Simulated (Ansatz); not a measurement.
# Squeezing and shearing H2C4SCl2O2 (C2/c) (176 atoms), part 2 of 3

How stiff is H2C4SCl2O2 (C2/c) (176 atoms), and how do its levels respond to strain?

Ansatz 0.2.0; Kohn-Sham DFT, PBE+D3(BJ), PAW (set soft_2), plane waves.

The cell: 32 H, 64 C, 16 S, 32 Cl and 32 O. Only the Γ point is sampled.

So far. Step 2 (Single point at the start): The r.m.s. force at the start is 1.0 eV/Å. Step 3 (Cell and atoms relaxed): The relaxation converged after 7 steps, with a largest force component of 0.0064 eV/Å.

### 5. Volume -3 %

The relaxed cell is scaled evenly and the atoms are relaxed again; the stress at the end gives one point of P(V).

File input.yaml:

```yaml
crystal:
  lattice:
    - [15.2391, 0.0007, -0.11327]
    - [0.00049, 10.19153, 0.00084]
    - [-0.21484, 0.00139, 16.8858]
  atoms:
    [... the 176 atom lines of step 4 ...]
kpoints:
  mp_grid: { grid: [1, 1, 1] }
hamiltonian:
  xc: pbe
  dispersion: d3bj
scf:
  occupations: { method: fixed }
output:
  forces: true
  eigenvalues: true
  stress: true
relax:
  f_tol: 0.05
  max_steps: 70
```

Run with:

```bash
$ ansatz run input.yaml --threads 4 --pin off --max-ram 8192MiB --backend cpu --events-out ev --progress --plain --runs-dir out
```

Numbers of over 12 decimals in the logs are rounded to 6 here.

The program printed:

```text
Warning: output.stress: scf.convergence.dr2_threshold = 1e-7 eV (the SCF's general default) is looser than the 1.08e-8 eV advised for a printed stress (1e-10 eV for each atom of the cell: 176, of which 108 are counted). What an SCF threshold leaves in a stress goes as its square root, and in the free energy as the threshold itself, and one threshold admits the most on a small cell: [...]
[...]
Crystal: 176 atoms, lattice volume = 2622.281 Å³
Basis set: ecut = 420 eV, 51225 PW (Γ), exchange–correlation on 216×144×240 points (8 copies of the dense FFT grid, shifted against one another)
Bands: 576, of which v1, the nominal top of the filled ones, is band 400 counted from 1 (399 counted from 0)
Symmetry: 1 space group operations
[...]
k-points: 1
[...]
SCF iter   1: F=—  HF=-83668.178048 eV  |F-HF|=—  |Δ(HF+E_count)|=         —  Δρ=6.62e-3  dr2=1.31e0  ethr=1.77e-3  ⟨swp⟩=5.0  Hψ=2248  notcnv=0  defer=161
[...]
SCF iter   6: F=—  HF=-83667.795956 eV  |F-HF|=—  |Δ(HF+E_count)|=   2.61e-4  Δρ=4.66e-5  dr2=5.52e-5  ethr=5.23e-8  ⟨swp⟩=2.0  Hψ=816  notcnv=0  defer=173
SCF iter   7: F=-83667.795986 eV  HF=-83667.795983 eV  |F-HF|=2.99e-6  |Δ(HF+E_count)|=   2.63e-5  Δρ=1.60e-5  dr2=7.40e-6  ethr=6.90e-9  ⟨swp⟩=16.0  Hψ=4162  notcnv=0
SCF 1 converged in 7 iterations: F = -83667.795986 eV  dr2 = 7.40e-6
[...]
relax step   1: F+E_penalty+E_count = -83667.79598565 eV  Δ(F+E_penalty+E_count) = +0.000e0 eV  max|allowed force component| = 6.592e-1 eV/Å  Δτ_max = 0.0000 Å  (7 SCF iters, dr2 threshold 6.25e-5 eV, accepted)
[...]
relax step   2: F+E_penalty+E_count = -83668.38742754 eV  Δ(F+E_penalty+E_count) = -5.914e-1 eV  max|allowed force component| = 3.701e-1 eV/Å  Δτ_max = 0.0347 Å  (6 SCF iters, dr2 threshold 2.72e-5 eV, accepted)
[...]
relax step   3: F+E_penalty+E_count = -83668.52917869 eV  Δ(F+E_penalty+E_count) = -1.418e-1 eV  max|allowed force component| = 9.029e-2 eV/Å  Δτ_max = 0.0203 Å  (6 SCF iters, dr2 threshold 8.56e-6 eV, accepted)
[...]
relax step   4: F+E_penalty+E_count = -83668.53495178 eV  Δ(F+E_penalty+E_count) = -5.773e-3 eV  max|allowed force component| = 1.959e-2 eV/Å  Δτ_max = 0.0174 Å  (8 SCF iters, accepted)
SCF converged after 8 iterations
Free energy (F): -83668.534952 eV
[...]
Internal energy: -83668.534952 eV  (E = F + TS)
E sigma→0 (E₀):  -83668.534952 eV
Fermi energy:    2.082097 eV
[...]
Σ components = -83668.534952   (vs F -83668.534952, Δ=0.00e0)
--- Forces (eV/Å), atoms counted from 1 ---
  atom   1  H      0.00100847    -0.00511635     0.00482101
  atom   2  H     -0.00136654    -0.00528255    -0.00486387
  atom   3  H      0.00120079    -0.00510790     0.00492411
  atom   4  H     -0.00113829    -0.00515523    -0.00480552
[...]
atom 176  O      0.00386981     0.00113334    -0.00500510
  max |Σ_I F_I| component: 2.81e-5 eV/Å
--- Stress (GPa, compression-positive) ---
        0.378863       0.000091      -0.070597
        0.000091       0.344272      -0.000202
       -0.070597      -0.000202       0.230310
  P = ⅓ Tr σ = 0.3178 GPa (3.178 kbar)
--- Band table (eV) ---
[...]
--- Relaxed structure (4 steps of the walk, 4 accepted, 0 SCFs on fresh bases) ---
  F+E_penalty+E_count = -83668.53495178 eV   max|allowed force component| = 1.959e-2 eV/Å
  atoms:
    - { symbol: H, position: [0.324227, 0.330663, 0.086201] }
    - { symbol: H, position: [0.175951, 0.330642, 0.163878] }
    - { symbol: H, position: [0.074169, 0.830607, 0.086080] }
    - { symbol: H, position: [0.425842, 0.830612, 0.163842] }
[...]
- { symbol: O, position: [0.957776, 0.763270, 0.810778] }
```

Wall time 3.5 min (4 threads of Arm Neoverse V2, shared host); peak memory 3.9 GiB; 14 min of CPU time.

The program notes that the SCF threshold is loose for the stress.

The relaxation converged after 4 steps, 0.739 eV below its start, with a largest force component of 0.020 eV/Å.

Volume -3 %: the energy stands 0.0811 eV above that of the reference, at a pressure of 0.318 GPa.

### 6. Volume +3 %

The relaxed cell is scaled to another volume.

input.yaml, the sections that differ from step 5:

```yaml
crystal:
  lattice:
    - [15.54704, 0.00072, -0.11556]
    - [0.00049, 10.39747, 0.00086]
    - [-0.21918, 0.00141, 17.22702]
  atoms:
    [... the 176 atom lines of step 4 ...]
# kpoints, hamiltonian, scf, output, relax: as in step 5
```

The program printed:

```text
[...]
Crystal: 176 atoms, lattice volume = 2784.482 Å³
Basis set: ecut = 420 eV, 54479 PW (Γ), exchange–correlation on 216×144×240 points (8 copies of the dense FFT grid, shifted against one another)
Bands: 576, of which v1, the nominal top of the filled ones, is band 400 counted from 1 (399 counted from 0)
Symmetry: 1 space group operations
[...]
k-points: 1
[...]
SCF iter   1: F=—  HF=-83668.227435 eV  |F-HF|=—  |Δ(HF+E_count)|=         —  Δρ=6.44e-3  dr2=1.29e0  ethr=1.77e-3  ⟨swp⟩=5.0  Hψ=2247  notcnv=0  defer=162
[...]
SCF iter   6: F=—  HF=-83667.879246 eV  |F-HF|=—  |Δ(HF+E_count)|=   3.04e-4  Δρ=3.74e-5  dr2=3.96e-5  ethr=5.72e-8  ⟨swp⟩=2.0  Hψ=704  notcnv=0  defer=173
SCF iter   7: F=-83667.879280 eV  HF=-83667.879279 eV  |F-HF|=1.97e-7  |Δ(HF+E_count)|=   3.30e-5  Δρ=1.50e-5  dr2=7.26e-6  ethr=4.96e-9  ⟨swp⟩=16.0  Hψ=3814  notcnv=0
SCF 1 converged in 7 iterations: F = -83667.879280 eV  dr2 = 7.26e-6
[...]
relax step   1: F+E_penalty+E_count = -83667.87927958 eV  Δ(F+E_penalty+E_count) = +0.000e0 eV  max|allowed force component| = 5.852e-1 eV/Å  Δτ_max = 0.0000 Å  (7 SCF iters, dr2 threshold 6.25e-5 eV, accepted)
[...]
relax step   2: F+E_penalty+E_count = -83668.41052053 eV  Δ(F+E_penalty+E_count) = -5.312e-1 eV  max|allowed force component| = 3.494e-1 eV/Å  Δτ_max = 0.0199 Å  (6 SCF iters, dr2 threshold 2.14e-5 eV, accepted)
[...]
relax step   3: F+E_penalty+E_count = -83668.54236038 eV  Δ(F+E_penalty+E_count) = -1.318e-1 eV  max|allowed force component| = 1.016e-1 eV/Å  Δτ_max = 0.0167 Å  (6 SCF iters, dr2 threshold 7.63e-6 eV, accepted)
[...]
relax step   4: F+E_penalty+E_count = -83668.54930372 eV  Δ(F+E_penalty+E_count) = -6.943e-3 eV  max|allowed force component| = 8.766e-3 eV/Å  Δτ_max = 0.0147 Å  (8 SCF iters, accepted)
SCF converged after 8 iterations
Free energy (F): -83668.549304 eV
[...]
Internal energy: -83668.549304 eV  (E = F + TS)
E sigma→0 (E₀):  -83668.549304 eV
Fermi energy:    1.554399 eV
[...]
Σ components = -83668.549304   (vs F -83668.549304, Δ=0.00e0)
--- Forces (eV/Å), atoms counted from 1 ---
  atom   1  H      0.00001892     0.00228543    -0.00079402
  atom   2  H     -0.00034082     0.00228450     0.00087579
  atom   3  H     -0.00007839     0.00230009    -0.00110582
  atom   4  H      0.00000559     0.00233492     0.00085162
[...]
atom 176  O      0.00178420     0.00691840     0.00523897
  max |Σ_I F_I| component: 2.37e-5 eV/Å
--- Stress (GPa, compression-positive) ---
       -0.248115      -0.000206       0.042026
       -0.000206      -0.279785      -0.000542
        0.042026      -0.000542      -0.253599
  P = ⅓ Tr σ = -0.2605 GPa (-2.605 kbar)
--- Band table (eV) ---
[...]
--- Relaxed structure (4 steps of the walk, 4 accepted, 0 SCFs on fresh bases) ---
  F+E_penalty+E_count = -83668.54930372 eV   max|allowed force component| = 8.766e-3 eV/Å
  atoms:
    - { symbol: H, position: [0.322798, 0.334887, 0.086856] }
    - { symbol: H, position: [0.177447, 0.334792, 0.163043] }
    - { symbol: H, position: [0.072737, 0.834949, 0.086779] }
    - { symbol: H, position: [0.427300, 0.834910, 0.163190] }
[...]
- { symbol: O, position: [0.958483, 0.766490, 0.812194] }
```

It took 3.6 min on 4 threads; peak memory 4.1 GiB; 14 min of CPU time.

The relaxation converged after 4 steps, 0.670 eV below its start, with a largest force component of 0.0088 eV/Å.

Volume +3 %: the energy stands 0.0667 eV above that of the reference, at a pressure of -0.260 GPa.

### 7. Volume -6 %

The relaxed cell is scaled to another volume.

Input and log are left out; they have the form of those shown for this kind of step.

Wall time 4.1 min (4 threads of Arm Neoverse V2, shared host); peak memory 3.9 GiB.

The relaxation converged after 5 steps, 3.08 eV below its start, with a largest force component of 0.037 eV/Å.

Volume -6 %: the energy stands 0.363 eV above that of the reference, at a pressure of 0.769 GPa.

### 8. Volume +6 %

The relaxed cell is scaled to another volume.

input.yaml, the sections that differ from step 6:

```yaml
crystal:
  lattice:
    - [15.69654, 0.00072, -0.11667]
    - [0.0005, 10.49745, 0.00087]
    - [-0.22129, 0.00143, 17.39268]
  atoms:
    [... the 176 atom lines of step 4 ...]
# kpoints, hamiltonian, scf, output, relax: as in step 6
```

The program printed:

```text
[...]
Crystal: 176 atoms, lattice volume = 2865.584 Å³
Basis set: ecut = 420 eV, 56045 PW (Γ), exchange–correlation on 216×144×240 points (8 copies of the dense FFT grid, shifted against one another)
Bands: 576, of which v1, the nominal top of the filled ones, is band 400 counted from 1 (399 counted from 0)
Symmetry: 1 space group operations
[...]
k-points: 1
[...]
SCF iter   1: F=—  HF=-83666.134992 eV  |F-HF|=—  |Δ(HF+E_count)|=         —  Δρ=6.39e-3  dr2=1.30e0  ethr=1.77e-3  ⟨swp⟩=5.0  Hψ=2226  notcnv=0  defer=162
[...]
SCF iter   6: F=—  HF=-83665.798129 eV  |F-HF|=—  |Δ(HF+E_count)|=   3.50e-4  Δρ=3.30e-5  dr2=3.43e-5  ethr=6.20e-8  ⟨swp⟩=2.0  Hψ=700  notcnv=0  defer=173
SCF iter   7: F=-83665.798166 eV  HF=-83665.798164 eV  |F-HF|=1.77e-6  |Δ(HF+E_count)|=   3.43e-5  Δρ=1.11e-5  dr2=3.70e-6  ethr=4.29e-9  ⟨swp⟩=16.0  Hψ=3774  notcnv=0
SCF 1 converged in 7 iterations: F = -83665.798166 eV  dr2 = 3.70e-6
[...]
relax step   1: F+E_penalty+E_count = -83665.79816553 eV  Δ(F+E_penalty+E_count) = +0.000e0 eV  max|allowed force component| = 1.100e0 eV/Å  Δτ_max = 0.0000 Å  (7 SCF iters, dr2 threshold 6.25e-5 eV, accepted)
[...]
relax step   2: F+E_penalty+E_count = -83667.82716447 eV  Δ(F+E_penalty+E_count) = -2.029e0 eV  max|allowed force component| = 6.704e-1 eV/Å  Δτ_max = 0.0424 Å  (7 SCF iters, dr2 threshold 7.56e-5 eV, accepted)
[...]
relax step   3: F+E_penalty+E_count = -83668.33561582 eV  Δ(F+E_penalty+E_count) = -5.085e-1 eV  max|allowed force component| = 1.887e-1 eV/Å  Δτ_max = 0.0360 Å  (6 SCF iters, dr2 threshold 2.81e-5 eV, accepted)
relax step   4: F+E_penalty+E_count = -83668.36409802 eV  Δ(F+E_penalty+E_count) = -2.848e-2 eV  max|allowed force component| = 1.980e-2 eV/Å  Δτ_max = 0.0218 Å  (6 SCF iters, dr2 threshold 2.82e-6 eV, accepted)
[...]
relax step   5: F+E_penalty+E_count = -83668.36409910 eV  Δ(F+E_penalty+E_count) = -1.078e-6 eV  max|allowed force component| = 1.971e-2 eV/Å  Δτ_max = 0.0000 Å  (4 SCF iters, accepted)
SCF converged after 4 iterations
Free energy (F): -83668.364099 eV
[...]
Internal energy: -83668.364099 eV  (E = F + TS)
E sigma→0 (E₀):  -83668.364099 eV
Fermi energy:    1.314813 eV
[...]
Σ components = -83668.364099   (vs F -83668.364099, Δ=0.00e0)
--- Forces (eV/Å), atoms counted from 1 ---
  atom   1  H      0.00021019     0.00506165    -0.00137428
  atom   2  H     -0.00037781     0.00507326     0.00160595
  atom   3  H      0.00022166     0.00470809    -0.00180168
  atom   4  H      0.00013626     0.00535562     0.00161446
[...]
atom 176  O      0.00274953     0.00949292     0.00997366
  max |Σ_I F_I| component: 1.22e-5 eV/Å
--- Stress (GPa, compression-positive) ---
       -0.446583      -0.000419       0.066113
       -0.000419      -0.467849      -0.000656
        0.066113      -0.000656      -0.414086
  P = ⅓ Tr σ = -0.4428 GPa (-4.428 kbar)
--- Band table (eV) ---
[...]
--- Relaxed structure (5 steps of the walk, 5 accepted, 0 SCFs on fresh bases) ---
  F+E_penalty+E_count = -83668.36409910 eV   max|allowed force component| = 1.971e-2 eV/Å
  atoms:
    - { symbol: H, position: [0.322034, 0.337026, 0.087093] }
    - { symbol: H, position: [0.178263, 0.336936, 0.162856] }
    - { symbol: H, position: [0.072031, 0.837039, 0.087187] }
    - { symbol: H, position: [0.428099, 0.837037, 0.163023] }
[...]
- { symbol: O, position: [0.958613, 0.767997, 0.812734] }
```

It took 4.6 min on 4 threads; peak memory 4.2 GiB.

The relaxation converged after 5 steps, 2.57 eV below its start, with a largest force component of 0.020 eV/Å.

Volume +6 %: the energy stands 0.252 eV above that of the reference, at a pressure of -0.443 GPa.

### 9. Volume -10 %

The relaxed cell is scaled to another volume.

Input and log are left out; they have the form of those shown for this kind of step.

It took 5.8 min on 4 threads of Arm Neoverse V2, shared host; peak memory 3.7 GiB; 23 min of CPU time.

The relaxation converged after 6 steps, 9.12 eV below its start, with a largest force component of 0.015 eV/Å.

Volume -10 %: the energy stands 1.16 eV above that of the reference, at a pressure of 1.64 GPa.

### 10. Stretched by 1 % along x

The relaxed cell is strained along x alone, which gives the stiffness along x and its coupling to y and z.

input.yaml, the sections that differ from step 8:

```yaml
crystal:
  lattice:
    - [15.54856, 0.00071, -0.11443]
    - [0.00049, 10.29553, 0.00085]
    - [-0.2192, 0.0014, 17.05812]
  atoms:
    [... the 176 atom lines of step 4 ...]
# kpoints, hamiltonian, scf, output, relax: as in step 8
```

The program printed:

```text
[...]
Crystal: 176 atoms, lattice volume = 2730.417 Å³
Basis set: ecut = 420 eV, 53351 PW (Γ), exchange–correlation on 216×144×240 points (8 copies of the dense FFT grid, shifted against one another)
Bands: 576, of which v1, the nominal top of the filled ones, is band 400 counted from 1 (399 counted from 0)
Symmetry: 1 space group operations
[...]
k-points: 1
[...]
SCF iter   1: F=—  HF=-83668.816957 eV  |F-HF|=—  |Δ(HF+E_count)|=         —  Δρ=6.47e-3  dr2=1.29e0  ethr=1.77e-3  ⟨swp⟩=5.0  Hψ=2247  notcnv=0  defer=162
[...]
SCF iter   7: F=-83668.462601 eV  HF=-83668.462601 eV  |F-HF|=6.39e-8  |Δ(HF+E_count)|=   2.68e-5  Δρ=1.49e-5  dr2=7.25e-6  ethr=4.83e-9  ⟨swp⟩=15.0  Hψ=3768  notcnv=0
SCF 1 converged in 7 iterations: F = -83668.462601 eV  dr2 = 7.25e-6
[...]
relax step   1: F+E_penalty+E_count = -83668.46260112 eV  Δ(F+E_penalty+E_count) = +0.000e0 eV  max|allowed force component| = 2.766e-1 eV/Å  Δτ_max = 0.0000 Å  (7 SCF iters, dr2 threshold 6.25e-5 eV, accepted)
[...]
relax step   2: F+E_penalty+E_count = -83668.57805976 eV  Δ(F+E_penalty+E_count) = -1.155e-1 eV  max|allowed force component| = 1.293e-1 eV/Å  Δτ_max = 0.0180 Å  (6 SCF iters, dr2 threshold 4.78e-6 eV, accepted)
[...]
relax step   3: F+E_penalty+E_count = -83668.60268369 eV  Δ(F+E_penalty+E_count) = -2.462e-2 eV  max|allowed force component| = 2.768e-2 eV/Å  Δτ_max = 0.0092 Å  (8 SCF iters, accepted)
SCF converged after 8 iterations
Free energy (F): -83668.602684 eV
[...]
Internal energy: -83668.602684 eV  (E = F + TS)
E sigma→0 (E₀):  -83668.602684 eV
Fermi energy:    1.720949 eV
[...]
--- Forces (eV/Å), atoms counted from 1 ---
  atom   1  H     -0.01049026     0.01345958     0.00483720
  atom   2  H      0.01040316     0.01379939    -0.00493543
  atom   3  H     -0.01051263     0.01328791     0.00469951
  atom   4  H      0.01042528     0.01332687    -0.00486325
  atom   5  H      0.01049786    -0.01319212    -0.00449488
  atom   6  H     -0.01043325    -0.01344477     0.00498193
  atom   7  H      0.01042308    -0.01339246    -0.00471381
  atom   8  H     -0.01040074    -0.01340160     0.00483096
  atom   9  C     -0.01476412    -0.02740698     0.00989826
  atom  10  C      0.01453775    -0.02729649    -0.01030090
  atom  11  C     -0.01498021    -0.02737786     0.01020481
  atom  12  C      0.01445037    -0.02718693    -0.00981371
  atom  13  C      0.01447380     0.02725652    -0.00980585
  atom  14  C     -0.01451537     0.02721431     0.01010980
[...]
atom 175  O      0.01173976    -0.00991600     0.02473400
  atom 176  O     -0.01185320    -0.00986025    -0.02458820
  max |Σ_I F_I| component: 1.10e-5 eV/Å
--- Stress (GPa, compression-positive) ---
       -0.101794      -0.000361       0.057708
       -0.000361      -0.052144      -0.000276
        0.057707      -0.000276      -0.060947
  P = ⅓ Tr σ = -0.0716 GPa (-0.716 kbar)
--- Band table (eV) ---
[...]
--- Relaxed structure (3 steps of the walk, 3 accepted, 0 SCFs on fresh bases) ---
  F+E_penalty+E_count = -83668.60268369 eV   max|allowed force component| = 2.768e-2 eV/Å
  atoms:
    - { symbol: H, position: [0.323260, 0.332738, 0.087084] }
    - { symbol: H, position: [0.177071, 0.332648, 0.162918] }
    - { symbol: H, position: [0.073221, 0.832772, 0.087053] }
    - { symbol: H, position: [0.426839, 0.832804, 0.162954] }
[...]
- { symbol: O, position: [0.958692, 0.764915, 0.811454] }
```

Run time: 2.9 min. Hardware: 4 threads; peak memory 4.1 GiB; 11 min of CPU time.

The relaxation converged after 3 steps, 0.140 eV below its start, with a largest force component of 0.028 eV/Å.

Stretched by 1 % along x: the energy stands 0.0134 eV above that of the reference, at a pressure of -0.0716 GPa.

(Part 2 of 3 ends here.)

[Logs are printed without paths, hosts, clocks, repeated set-up lines and the standing remarks that a program may print on its own settings, such as how far it seeks lower states.]

[Hosts, paths, dates, database ids (printed as entryN), source tags and the programs' standing remarks are cut or masked in the printed files.]
